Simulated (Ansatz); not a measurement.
In doubt: masses and optical values from hybrid runs of this build are listed as unsure (in some of the runs), which bears on the screening that GW takes from such a start.

Two G0W0 runs on InAs (F-43m).

The database entry behind the starting cell differs from later determinations by our own check (about 0.4 % short), so it need not match the best structure at ambient conditions.

```
In As
1.0
     0.00000    3.01800    3.01800
     3.01800    0.00000    3.01800
     3.01800    3.01800    0.00000
In As
1 1
Direct
  0.00000 0.00000 0.00000
  0.25000 0.25000 0.25000
```

The cell and positions come from the Crystallography Open Database and are kept as given unless a step says otherwise.

The first (Ansatz 0.2.0; start PBE with 10 % exact exchange, 6×6×6 mesh, 229 empty bands, screening to 150 eV, PAW set soft_1 files; 1 × NVIDIA H100 80GB HBM3 (shared by 6 runs) with 3 threads of AMD EPYC 7R13 (Zen 3), shared host) gave, on its mesh: starting gap 0.32 eV, G0W0 gap 0.48 eV, RPA ε∞ (mean) 284.43, 74 s.

The second changes start from PBE with 10 % exact exchange to Hartree-Fock. What does it give?

It gave: starting gap 6.07 eV, G0W0 gap 2.31 eV, RPA ε∞ (mean) 3.70, 61 s. The G0W0 gap moves by +1.83 eV, +5.76 eV from the start and −3.93 eV from the correction. Σc changes by −0.15 eV at the valence top and +0.38 eV at the conduction bottom, and Σx − Vxc between them by −4.46 eV.

Limits: not at the basis limit; screening runs away on this mesh; no spin-orbit coupling; coarse k mesh.

[Paths, hosts, dates, memory and timing lines, banners, echoed tables and standing remarks are left out of the program output.]

[Logs are printed without paths, hosts, clocks, repeated set-up lines and the standing remarks that a program may print on its own settings, such as how far it seeks lower states.]

[Runs of the session that timed out or met a known fault of the program may be left out.]

[Cells called generated may have been cut or substituted from an entry of the Crystallography Open Database or the Materials Project.]

[Hosts, paths, dates, database ids (printed as entryN), source tags and the programs' standing remarks are cut or masked in the printed files.]
